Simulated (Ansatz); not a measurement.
# Zr2NO2 monolayer: the cell at rest

Aim: bring Zr2NO2 monolayer to small forces and stress, as phonons need.

Program: Ansatz 0.2.0. Level of theory: DFT PBEsol, scalar-relativistic, plane waves, PAW; PAW set soft_1. Results are calculated unless marked as measured.

## 1. Starting point

The cell holds 5 atoms: 1 N, 2 Zr and 2 O. Its edges and angles: a = 3.300 Å, b = 3.300 Å, c = 20.000 Å, α = 90.0°, β = 90.0°, γ = 120.0°. Vacuum lies along c.

## 2. A coarse first look

First a cheap look: the gap decides the mesh and the occupations, the pressure tells how far the cell has to move.

The program solves this slab on a cell height of its own, 32.6 Å, in place of the one typed.

input.yaml

```yaml
crystal:
  lattice:
    - [3.3, 0.0, 0.0]
    - [-1.65, 2.85788, 0.0]
    - [0.0, 0.0, 20.0]
  atoms:
    - { symbol: "N", position: [0.0, 0.0, 0.5] }
    - { symbol: Zr, position: [0.333333, 0.666667, 0.56] }
    - { symbol: Zr, position: [0.666667, 0.333333, 0.44] }
    - { symbol: O, position: [0.666667, 0.333333, 0.61] }
    - { symbol: O, position: [0.333333, 0.666667, 0.39] }
  periodic: [true, true, false]
kpoints:
  mp_grid: { grid: [6, 6, 1] }
hamiltonian:
  xc: pbesol
  pseudopotentials: { kind: paw, azcp: { folder: soft_1 }, xc_functional: pbe }
scf:
  occupations: { method: gaussian, width: 0.1 }
output:
  forces: true
  stress: true
  eigenvalues: true
```

On the command line:

```console
> ansatz run input.yaml --threads 4 --pin off --max-ram 16384MiB --backend cpu --events-out ev --progress --plain --runs-dir out
```

Numbers of over 12 decimals in the logs are rounded to 6 here.

Log:

```text
[...]
k-point 0: bands = [... 17 lower, -8.4061, -8.3129, -8.3129, -5.3577, -5.3577, -4.3524, -2.6105, -2.6105, ... 1 higher]
  k-point 1: bands = [... 17 lower, -9.2964, -8.7906, -8.1212, -5.4513, -4.5857, -4.2421, -2.3669, -2.3470, ... 1 higher]
  k-point 2: bands = [... 17 lower, -9.0074, -8.9746, -8.5621, -5.8757, -3.4130, -3.3901, -2.5176, -1.8045, ... 1 higher]
  k-point 6: bands = [... 17 lower, -9.4087, -8.9887, -8.9887, -4.2610, -4.2610, -4.2322, -1.9390, -1.6463, ... 1 higher]
[key lines of the parts left out:]
SCF converged after 10 iterations
Free energy (F): -9765.032354 eV
Fermi energy:    -5.406004 eV
P = ½ c Tr σ = -4.6358 N/m
```

It took 1.4 s on 4 threads of Arm Neoverse V2, shared host; peak memory 0.6 GiB.

This run has no spin polarisation although its electron count is odd.

This step gave:

* gap on the k-mesh: 0 eV
* area per atom: 1.886 Å²

The coarse mesh shows no gap.

## 3. Coarse relaxation

A rough relaxation comes first, because large forces or stress need no tight tolerances yet.

The program solves this slab on a cell height of its own, 32.6 Å, in place of the one typed.

Changes to input.yaml since step 2:

```diff
@@ -13,3 +13,3 @@
 kpoints:
-  mp_grid: { grid: [6, 6, 1] }
+  mp_grid: { grid: [9, 9, 1] }
 hamiltonian:
@@ -23 +23,6 @@
   eigenvalues: true
+relax:
+  adjacent_minimum: "off"
+  f_tol: 0.05
+  max_steps: 80
+  cell: { stress_2d_tol: 0.02 }
```

Log:

```text
[...]
Crystal: 5 atoms, lattice volume = 307.451 Å³
Basis set: ecut = 420 eV, 6121 PW (Γ), exchange–correlation on 48×48×450 points (8 copies of the dense FFT grid, shifted against one another)
Bands: 26, of which v1, the nominal top of the filled ones, is band 21 counted from 1 (20 counted from 0)
Symmetry: 12 space group operations
[...]
cell:  # Å, volume = 293.9791 Å³
    - [3.226890, 0.0, 0]
    - [-1.613445, 2.794568, 0]
    - [0, 0, 32.6]
  atoms:
    - { symbol: N, position: [0, 0, 0.306748] }
    - { symbol: Zr, position: [0.333333, 0.666667, 0.347912] }
    - { symbol: Zr, position: [0.666667, 0.333333, 0.265585] }
    - { symbol: O, position: [0.666667, 0.333333, 0.377808] }
    - { symbol: O, position: [0.333333, 0.666667, 0.235689] }
[key lines of the parts left out:]
SCF converged after 5 iterations
Free energy (F): -9765.567160 eV
Fermi energy:    -4.925605 eV
P = ½ c Tr σ = -0.0043 N/m
```

Elapsed: 16 s, on 4 threads; peak memory 0.65 GiB.

Step by step:

```csv
step,energy less that of the first step (eV),largest force component (eV/Å),volume (Å³)
1,0.0000,3.5615,307.45
2,-0.3778,1.6151,301.33
3,-0.4636,0.6191,291.54
4,-0.4978,0.0541,295.63
5,-0.4998,0.0060,294.17
6*,-0.4957,0.0060,294.17
7,-0.4958,0.0001,293.98
8*,-0.4957,0.0002,293.98
```

Relaxation steps marked * repeat the geometry before them on a plane-wave basis chosen anew for their cell, so energy and pressure can jump there.

Forces are held to the 12 operations that the run works with; a distortion that breaks them can't arise in this run.

| cell as run | before | after | change |
| --- | --- | --- | --- |
| a (Å) | 3.300 | 3.227 | -2.2 % |
| b (Å) | 3.300 | 3.227 | -2.2 % |

The atoms that moved most (Å, along periodic axes as changes of fractional coordinates times the final cell, across vacuum about the mean position):

```
atom     dx     dy      dz  length
 Zr3  0.000  0.000  -0.142   0.142
 Zr2  0.000  0.000   0.142   0.142
  O4  0.000  0.000   0.117   0.117
  O5  0.000  0.000  -0.117   0.117
```

Final coordinates:

```xyz
5
Lattice="3.2269 0.0000 0.0000 -1.6134 2.7946 0.0000 0.0000 0.0000 32.6000" Properties=species:S:1:pos:R:3
N     0.0000    0.0000   10.0000
Zr    0.0000    1.8630   11.3419
Zr    1.6134    0.9315    8.6581
O     1.6134    0.9315   12.3165
O     0.0000    1.8630    7.6835
```

This step gave:

- area per atom: 1.804 Å²

The relaxation ends with a largest force component of 2.3e-4 eV/Å.

## 4. Relaxation

The cell and atoms are relaxed, since residual forces and stress would shift the frequencies.

input.yaml

```yaml
crystal:
  lattice:
    - [3.2268897369, 0.0, 0.0]
    - [-1.6134448684, 2.7945684873, 0.0]
    - [0.0, 0.0, 32.6]
  atoms:
    - { symbol: "N", position: [0.0, 0.0, 0.3067484663] }
    - { symbol: Zr, position: [0.3333333333, 0.6666666667, 0.3479117014] }
    - { symbol: Zr, position: [0.6666666667, 0.3333333333, 0.2655852311] }
    - { symbol: O, position: [0.6666666667, 0.3333333333, 0.3778080387] }
    - { symbol: O, position: [0.3333333333, 0.6666666667, 0.2356888938] }
  periodic: [true, true, false]
kpoints:
  mp_grid: { grid: [12, 12, 1] }
hamiltonian:
  xc: pbesol
  pseudopotentials: { kind: paw, azcp: { folder: soft_1 }, xc_functional: pbe }
scf:
  occupations: { method: gaussian, width: 0.1 }
output:
  forces: true
  stress: true
  eigenvalues: true
  write_density: true
  write_potential: true
  elf: true
  volumetric_format: npy
relax:
  adjacent_minimum: "off"
  f_tol: 0.005
  max_steps: 80
  cell: { stress_2d_tol: 0.02 }
```

Log:

```text
[...]
Crystal: 5 atoms, lattice volume = 293.979 Å³
Basis set: ecut = 420 eV, 5845 PW (Γ), exchange–correlation on 48×48×450 points (8 copies of the dense FFT grid, shifted against one another)
Bands: 26, of which v1, the nominal top of the filled ones, is band 21 counted from 1 (20 counted from 0)
Symmetry: 12 space group operations
[...]
k-points: 19 of 144
[...]
SCF iter   1: F=—  HF=-9770.929262 eV  |F-HF|=—  |Δ(HF+E_count)|=         —  Δρ=7.59e-2  dr2=2.01e1  ethr=3.10e-3  ⟨swp⟩=11.4  Hψ=3702  notcnv=0
[...]
SCF iter  12: F=-9765.560819 eV  HF=-9765.560819 eV  |F-HF|=3.40e-10  |Δ(HF+E_count)|=   6.55e-9  Δρ=5.94e-8  dr2=9.16e-12  ethr=1.00e-12  ⟨swp⟩=10.2  Hψ=3995  notcnv=0
SCF 1 converged in 12 iterations: F = -9765.560819 eV  dr2 = 9.16e-12
[...]
relax step   1: F+E_penalty+E_count = -9765.56081863 eV  Δ(F+E_penalty+E_count) = +0.000e0 eV  max|allowed force component| = 6.447e-2 eV/Å  Δτ_max = 0.0000 Å  P = +0.107 N/m  Ω = 293.979 Å³  fix = [c, alpha, beta]  reactions: c +0.000 N/m  (12 SCF iters, dr2 threshold 1.00e-7 eV, accepted)
Crystal: 5 atoms, lattice volume = 294.969 Å³
[...]
SCF iter   5: F=-9765.560580 eV  HF=-9765.560580 eV  |F-HF|=1.16e-7  |Δ(HF+E_count)|=   8.13e-7  Δρ=5.44e-6  dr2=7.55e-8  ethr=6.34e-10  ⟨swp⟩=22.2  Hψ=6305  notcnv=0
SCF 2 converged in 5 iterations: F = -9765.560580 eV  dr2 = 7.55e-8
relax step   2: F+E_penalty+E_count = -9765.56057983 eV  Δ(F+E_penalty+E_count) = +2.388e-4 eV  max|allowed force component| = 2.374e-2 eV/Å  Δτ_max = 0.0110 Å  P = -0.150 N/m  Ω = 294.969 Å³  energy of the carried Pulay correction = -4.222e-4 eV  fix = [c, alpha, beta]  reactions: c -0.000 N/m  (5 SCF iters, dr2 threshold 2.60e-7 eV, accepted)
Crystal: 5 atoms, lattice volume = 294.643 Å³
[...]
SCF iter   6: F=-9765.560413 eV  HF=-9765.560413 eV  |F-HF|=2.14e-8  |Δ(HF+E_count)|=   1.68e-7  Δρ=8.44e-7  dr2=2.57e-9  ethr=8.59e-11  ⟨swp⟩=19.7  Hψ=5607  notcnv=0
SCF 3 converged in 6 iterations: F = -9765.560413 eV  dr2 = 2.57e-9
relax step   3: F+E_penalty+E_count = -9765.56041340 eV  Δ(F+E_penalty+E_count) = +1.664e-4 eV  max|allowed force component| = 1.085e-1 eV/Å  Δτ_max = 0.0085 Å  P = -0.164 N/m  Ω = 294.643 Å³  energy of the carried Pulay correction = -2.834e-4 eV  fix = [c, alpha, beta]  (6 SCF iters, dr2 threshold 3.52e-8 eV, rejected (line search))
[...]
relax step   4: F+E_penalty+E_count = -9765.56092829 eV  Δ(F+E_penalty+E_count) = -3.485e-4 eV  max|allowed force component| = 3.121e-3 eV/Å  Δτ_max = 0.0042 Å  P = -0.061 N/m  Ω = 294.632 Å³  energy of the carried Pulay correction = -2.788e-4 eV  fix = [c, alpha, beta]  reactions: c -0.000 N/m  (9 SCF iters, accepted)
[...]
relax step   5: F+E_penalty+E_count = -9765.56099672 eV  Δ(F+E_penalty+E_count) = -6.844e-5 eV  max|allowed force component| = 4.655e-4 eV/Å  Δτ_max = 0.0009 Å  P = +0.002 N/m  Ω = 294.498 Å³  energy of the carried Pulay correction = -2.216e-4 eV  fix = [c, alpha, beta]  reactions: c +0.000 N/m  (5 SCF iters, dr2 threshold 4.32e-9 eV, accepted)
[...]
SCF iter   6: F=-9765.561199 eV  HF=-9765.561199 eV  |F-HF|=1.55e-10  |Δ(HF+E_count)|=   1.09e-8  Δρ=1.44e-8  dr2=5.10e-13  ethr=1.00e-12  ⟨swp⟩=16.0  Hψ=3755  notcnv=0
SCF 6 converged in 6 iterations: F = -9765.561199 eV  dr2 = 5.10e-13
relax step   6: F+E_penalty+E_count = -9765.56119943 eV  Δ(F+E_penalty+E_count) = -2.027e-4 eV  max|allowed force component| = 4.736e-4 eV/Å  Δτ_max = 0.0000 Å  P = +0.007 N/m  Ω = 294.498 Å³  fix = [c, alpha, beta]  reactions: c +0.000 N/m  stress off target by 7.11e-3 N/m on what of the cell is left free  SCF on the basis re-selected at this cell (its energy is not comparable with the rows above)  (6 SCF iters)
basis re-selected at this cell: Δ(F+E_penalty+E_count) = -2.027e-4 eV, ΔP = +0.005 N/m vs the last step (what re-selecting the basis moved, of the pressure what is left beyond the Pulay correction that the steps carried, after the strain that the cell walked since its last selection, with what the two solves' SCF thresholds leave and, on support functions, any second-order correction that the steps lacked; it is no m [...]
SCF converged after 6 iterations
Free energy (F): -9765.561199 eV
[...]
Internal energy: -9765.547436 eV  (E = F + TS)
E sigma→0 (E₀):  -9765.554318 eV
Entropy (-TS):   -0.013763 eV (-2.753 meV/atom)
Fermi energy:    -4.767593 eV
[...]
--- Forces (eV/Å), atoms counted from 1 ---
  atom   1  N      0.00000000     0.00000000     0.00000000
  atom   2  Zr    -0.00000000     0.00000000    -0.00030232
  atom   3  Zr     0.00000000     0.00000000     0.00030232
  atom   4  O      0.00000000     0.00000000     0.00047364
  atom   5  O     -0.00000000    -0.00000000    -0.00047364
  max |Σ_I F_I| component: 1.16e-17 eV/Å
--- 2D stress c σ (N/m, compression-positive) ---
        0.007113      -0.000000       0.000000
       -0.000000       0.007113       0.000000
        0.000000       0.000000       0.000000
  P = ½ c Tr σ = 0.0071 N/m
--- Band table (eV; the first three rows and the last of 19) ---
  k-point 0: bands = [... 17 lower, -8.3208, -7.8441, -7.8441, -4.3164, -4.3164, -3.9692, -2.6369, -2.6369, ... 1 higher]
  k-point 1: bands = [... 17 lower, -8.2715, -8.1409, -8.0024, -4.3895, -4.0873, -3.9594, -2.5974, -2.4810, ... 1 higher]
  k-point 2: bands = [... 17 lower, -9.0567, -8.3220, -8.0064, -4.7728, -3.6296, -3.5862, -2.3904, -2.2621, ... 1 higher]
  k-point 18: bands = [... 17 lower, -9.4128, -8.9095, -8.9095, -3.8791, -3.2543, -3.2543, -2.1641, -1.6109, ... 1 higher]
--- Relaxed structure (5 steps of the walk, 4 accepted, 1 SCFs on fresh bases) ---
[...]
cell:  # Å, volume = 294.4984 Å³
    - [3.229738, -2.889303844070033e-11, 0]
    - [-1.614869, 2.797036, 0]
    - [0, 0, 32.6]
  atoms:
    - { symbol: N, position: [0, 0, 0.30674846626] }
    - { symbol: Zr, position: [0.333333, 0.666667, 0.347912] }
    - { symbol: Zr, position: [0.666667, 0.333333, 0.265585] }
    - { symbol: O, position: [0.666667, 0.333333, 0.377627] }
    - { symbol: O, position: [0.333333, 0.666667, 0.235870] }
```

The job ended after 18 s (4 threads; peak memory 0.67 GiB; 68 s of CPU time).

Step by step:

```
step  energy less that of the first step (eV)  largest force component (eV/Å)  volume (Å³)
   1                                   0.0000                          0.0645       293.98
   2                                   0.0002                          0.0237       294.97
   3                                   0.0004                          0.1085       294.64
   4                                  -0.0001                          0.0031       294.63
   5                                  -0.0002                          0.0005       294.50
  6*                                  -0.0004                          0.0005       294.50
```

Relaxation steps marked * repeat the geometry before them on a plane-wave basis chosen anew for their cell, so energy and pressure can jump there. Relaxation step 3 was tried and not accepted.

The run keeps the 12 symmetry operations that it works with, so distortions that break them were not tested.

```
cell as run  before  after  change
      a (Å)   3.227  3.230  +0.1 %
      b (Å)   3.227  3.230  +0.1 %
```

Final coordinates:

```cif
data_structure
_symmetry_space_group_name_H-M 'P 1'
_symmetry_Int_Tables_number 1
_cell_length_a 3.2297
_cell_length_b 3.2297
_cell_length_c 32.6000
_cell_angle_alpha 90.000
_cell_angle_beta 90.000
_cell_angle_gamma 120.000
_cell_volume 294.50
loop_
_atom_site_label
_atom_site_type_symbol
_atom_site_fract_x
_atom_site_fract_y
_atom_site_fract_z
_atom_site_occupancy
N1 N 0.00000 0.00000 0.30675 1
Zr2 Zr 0.33333 0.66667 0.34791 1
Zr3 Zr 0.66667 0.33333 0.26559 1
O4 O 0.66667 0.33333 0.37763 1
O5 O 0.33333 0.66667 0.23587 1
```

This step gave:

```
area per atom : 1.807 Å²
```

ELF in the ac plane at fractional y = 0.333, with atoms of Zr and O within 0.2 Å of it. It is the smooth field of the valence electrons, not physical close to the nuclei.

Ten even steps from '0' (0.00) to '9' (0.75), each cell a mean:
```
00000000000000000
00000000000000000
00000000000000000
00000000000000000
00000000000000000
00000000000000000
00000000000000000
00000000000000000
00000000000000000
00000000000000000
00000000000000000
00000000000000000
00000000000000000
00000000112221110
41000258999889997
22343223466666542
45666543222222223
12332125998679984
46777532123332212
00110000000000000
00000000000000000
00000000000000000
00000000000000000
00000000000000000
```
Columns run along a (3.2 Å), rows up along c (32.6 Å). Atoms in or near the plane, at fractional coordinates: Zr at (0.67, 0.27), O at (0.67, 0.38).

Electrostatic potential energy in the ac plane at fractional y = 0.333, with atoms of Zr and O within 0.2 Å of it. With pseudopotentials it is smooth inside the atoms' cores, unlike the true potential.

Ten even steps from '0' (-36 eV) to '9' (0 eV), each cell a mean:
```
99999999999999999
99999999999999999
99999999999999999
99999999999999999
99999999999999999
99999999999999999
99999999999999999
99999999999999999
99999999999999999
99999999999999999
99999999999999999
99999999999999999
99999999999999999
99999999999999999
99888999743334589
65434567765555677
77777777776666777
67888751000000003
89999988766556678
99999999999999999
99999999999999999
99999999999999999
99999999999999999
99999999999999999
```
Columns run along a (3.2 Å; values clipped at the 3rd and 97th percentile), rows up along c (32.6 Å). Atoms in or near the plane, at fractional coordinates: Zr at (0.67, 0.27), O at (0.67, 0.38).

Valence density in the ac plane at fractional y = 0.333, with atoms of Zr and O within 0.2 Å of it. It is the smooth field of the valence electrons, not physical close to the nuclei.

Ten steps, logarithmic in the rise over the least value, from '0' (0.0 e/Å³) to '9' (3.7 e/Å³), each cell a mean:
```
00000000000000000
00000000000000000
00000000000000000
00000000000000000
00000000000000000
00000000000000000
00000000000000000
00000000000000000
00000000000000000
00000000000000000
00000000000000000
00000000000000000
00000000000000000
00000000000000000
32222235689999764
55565555567887655
45555544444554444
54444457899999986
34444433445555443
00000000000000000
00000000000000000
00000000000000000
00000000000000000
00000000000000000
```
Columns run along a (3.2 Å), rows up along c (32.6 Å). Atoms in or near the plane, at fractional coordinates: Zr at (0.67, 0.27), O at (0.67, 0.38).

(Continued in part 2 of 2.)

[Logs are printed without paths, hosts, clocks, repeated set-up lines and the standing remarks that a program may print on its own settings, such as how far it seeks lower states.]

[Hosts, paths, dates, database ids (printed as entryN), source tags and the programs' standing remarks are cut or masked in the printed files.]
